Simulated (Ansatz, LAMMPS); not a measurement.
# Squeezing and shearing glassy B2O3 (85 atoms), part 4 of 4

Aim: relax glassy B2O3 (85 atoms), then change its volume and shape to read moduli from the stress.

Ansatz 0.2.0; Kohn-Sham DFT, PBE, PAW (set soft_2), plane waves.

The cell: 34 B and 51 O. The quench rate of 10 K/ps is orders of magnitude faster than experiment. The network of bonds at the start is that of the classical potential that made the cell. Sampling is at Γ alone.

So far. Step 11 (Compressed by 1 % along x): The relaxation converged after 4 steps, 0.0629 eV below its start, with a largest force component of 0.026 eV/Å. Step 11 (Compressed by 1 % along x): Compressed by 1 % along x: the energy stands 0.0180 eV above that of the reference, at a pressure of 0.320 GPa.

## Step 12: Sheared by 2 % in xy

A shear of the relaxed cell gives the modulus that volume changes can't reach.

input.yaml

```yaml
crystal:
  lattice:
    - [9.93959, -0.13353, -0.35054]
    - [-0.12859, 10.43379, 0.30578]
    - [-0.34748, 0.30227, 9.80045]
  atoms:
    [... the 85 atom lines of step 4 ...]
kpoints:
  mp_grid: { grid: [1, 1, 1] }
hamiltonian:
  xc: pbe
scf:
  occupations: { method: fermi_dirac, width: 0.025 }
output:
  forces: true
  eigenvalues: true
  stress: true
relax:
  f_tol: 0.05
  max_steps: 70
```

Command:

```sh
$ ansatz run input.yaml --threads 4 --pin off --max-ram 8192MiB --backend cpu --events-out ev --progress --plain --runs-dir out
```

Numbers of over 12 decimals in the logs are rounded to 6 here.

Output:

```text
[...]
Crystal: 85 atoms, lattice volume = 1014.051 Å³
Basis set: ecut = 420 eV, 19823 PW (Γ), exchange–correlation on 144×144×144 points (8 copies of the dense FFT grid, shifted against one another)
Bands: 289, of which v1, the nominal top of the filled ones, is band 204 counted from 1 (203 counted from 0)
Symmetry: 1 space group operations
[...]
k-points: 1
[...]
SCF iter   1: F=—  HF=-34311.950959 eV  |F-HF|=—  |Δ(HF+E_count)|=         —  Δρ=3.56e-3  dr2=1.01e-1  ethr=1.77e-3  ⟨swp⟩=6.0  Hψ=1245  notcnv=0  defer=57
[...]
SCF iter   6: F=-34311.969735 eV  HF=-34311.969735 eV  |F-HF|=3.20e-7  |Δ(HF+E_count)|=   2.91e-6  Δρ=2.23e-5  dr2=4.71e-6  ethr=1.53e-8  ⟨swp⟩=17.0  Hψ=1694  notcnv=0
SCF 1 converged in 6 iterations: F = -34311.969735 eV  dr2 = 4.71e-6
[...]
relax step   1: F+E_penalty+E_count = -34311.96973529 eV  Δ(F+E_penalty+E_count) = +0.000e0 eV  max|allowed force component| = 5.657e-1 eV/Å  Δτ_max = 0.0000 Å  (6 SCF iters, dr2 threshold 6.25e-5 eV, accepted)
[...]
relax step   2: F+E_penalty+E_count = -34312.05391590 eV  Δ(F+E_penalty+E_count) = -8.418e-2 eV  max|allowed force component| = 2.434e-1 eV/Å  Δτ_max = 0.0271 Å  (5 SCF iters, dr2 threshold 2.00e-5 eV, accepted)
[...]
relax step   3: F+E_penalty+E_count = -34312.07567189 eV  Δ(F+E_penalty+E_count) = -2.176e-2 eV  max|allowed force component| = 1.063e-1 eV/Å  Δτ_max = 0.1753 Å  (7 SCF iters, dr2 threshold 3.70e-6 eV, accepted)
relax step   4: F+E_penalty+E_count = -34312.09093459 eV  Δ(F+E_penalty+E_count) = -1.526e-2 eV  max|allowed force component| = 6.047e-2 eV/Å  Δτ_max = 0.1626 Å  (8 SCF iters, accepted)
[...]
relax step   5: F+E_penalty+E_count = -34312.09337959 eV  Δ(F+E_penalty+E_count) = -2.445e-3 eV  max|allowed force component| = 2.764e-2 eV/Å  Δτ_max = 0.0384 Å  (7 SCF iters, accepted)
SCF converged after 7 iterations
Free energy (F): -34312.093380 eV
[...]
Internal energy: -34312.093380 eV  (E = F + TS)
E sigma→0 (E₀):  -34312.093380 eV
Fermi energy:    3.490881 eV
[...]
--- Forces (eV/Å), atoms counted from 1 ---
  atom   1  B     -0.00407745    -0.00230544    -0.00416908
  atom   2  B     -0.00455682    -0.00392268    -0.00373522
  atom   3  B      0.00550519    -0.00215912     0.00997530
  atom   4  B     -0.00256580    -0.00607744    -0.00628975
  atom   5  B      0.00470811    -0.00830729    -0.00003722
  atom   6  B      0.00119125    -0.00021300    -0.00105307
  atom   7  B     -0.00352808     0.00572448     0.00796094
  atom   8  B     -0.00535653     0.00017488     0.00346208
  atom   9  B     -0.00588992    -0.01116082     0.00508866
  atom  10  B     -0.00215006    -0.00752538     0.00139268
  atom  11  B      0.00082674     0.00017726     0.00164548
  atom  12  B      0.00606526     0.00767801     0.00918195
  atom  13  B      0.00054772     0.00182680    -0.00335551
  atom  14  B      0.00719715     0.00372079    -0.00086711
[...]
atom  84  O      0.00027535    -0.00846509    -0.00362017
  atom  85  O      0.00184093     0.00165102    -0.00583941
  max |Σ_I F_I| component: 5.93e-5 eV/Å
--- Stress (GPa, compression-positive) ---
       -0.153924      -0.202928      -0.095416
       -0.202921      -0.089126      -0.000243
       -0.095424      -0.000270      -0.042585
  P = ⅓ Tr σ = -0.0952 GPa (-0.952 kbar)
--- Band table (eV) ---
[...]
--- Relaxed structure (5 steps of the walk, 5 accepted, 0 SCFs on fresh bases) ---
  F+E_penalty+E_count = -34312.09337959 eV   max|allowed force component| = 2.764e-2 eV/Å
  atoms:
    - { symbol: B, position: [0.722345, 0.557740, 0.865683] }
    - { symbol: B, position: [0.285178, 0.833631, 0.422468] }
    - { symbol: B, position: [0.224471, 0.949830, 0.940200] }
    - { symbol: B, position: [0.024543, 0.858907, 0.809163] }
[...]
- { symbol: O, position: [0.189782, 0.532343, 0.589260] }
```

It took 36 s on 4 threads of Arm Neoverse V2, shared host; peak memory 1.1 GiB.

The relaxation converged after 5 steps, 0.124 eV below its start, with a largest force component of 0.028 eV/Å.

Sheared by 2 % in xy: the energy stands 0.0228 eV above that of the reference, at a pressure of -0.0952 GPa.

## Step 13: Pressure against volume

Atoms are relaxed at each volume, in the scaled cell.

```
volume change (%)  volume (Å³/atom)  energy change (meV/atom)  pressure (GPa)  largest move on relaxing (Å)  bonds  gap (eV)
              -10            10.738                     13.48            3.68                          0.74    102                5.66
               -6            11.215                      5.08            2.20                          0.35    102                5.71
               -3            11.573                      1.28            1.10                          0.15    102                5.72
               +0            11.931                      0.00            0.00                             -    102                5.72
               +3            12.289                      1.21           -1.08                          0.15    102                5.69
               +6            12.647                      4.92           -2.19                          0.28    102                5.66
```

## Step 14: Uniaxial strain and shear

Stress (GPa, compression positive) less that of the relaxed cell, atoms relaxed:

```
                   strain      xx      yy      zz      xy  energy change (meV/atom)
 stretched by 1 % along x  -0.429  -0.237  -0.258  -0.062                      0.23
compressed by 1 % along x   0.428   0.247   0.292   0.063                      0.21
     sheared by 2 % in xy  -0.143  -0.103  -0.034  -0.196                      0.27
```

## Step 15: What came out

The bulk modulus, from the slope of pressure against ln V over the three points nearest the relaxed volume, is 36.3 GPa; between neighbouring points the slope runs 34, 35, 36, 36 and 39 GPa from the smallest volume up, without a steady fall, so no pressure derivative is given. At -10 % some atom moved by over 0.5 Å on relaxing, so that point may sit in another local minimum. The gap goes from 5.66 eV at the smallest volume to 5.66 eV at the largest, not monotonically (lowest 5.66, highest 5.72 eV), on the run's k-points. In the Cartesian axes of the cell, finite differences give C11 = 42.8, C12 = 24.2, C13 = 27.5 and C66 = 9.79 GPa (the shear of 2 % is the engineering strain, εxy = 0.01). The mean of C11, C12 and C13, which equals the bulk modulus in a cubic or isotropic solid, is 31.5 GPa: it lies 13 % under the bulk modulus from the volumes. For an isotropic solid C66 would equal (C11 − C12)/2 = 9.32 GPa; so small a sample needn't be isotropic, and C66 rests on one shear. With the bulk modulus and C66 as K and G, Young's modulus would be about 27 GPa and Poisson's ratio 0.38.

**Limits.** Strains are finite and relaxations stop at the force tolerance of the input, which can leave moduli too stiff; they are those of a static cell at zero temperature. Volumes are changed with the cell's shape held, so in an anisotropic solid the modulus lies over the one under free hydrostatic load. The program notes that the SCF threshold of the relaxations is loose for the stress.

The DFT runs together took 8.4 min of wall time.

[Logs are printed without paths, hosts, clocks, repeated set-up lines and the standing remarks that a program may print on its own settings, such as how far it seeks lower states.]

[Hosts, paths, dates, database ids (printed as entryN), source tags and the programs' standing remarks are cut or masked in the printed files.]
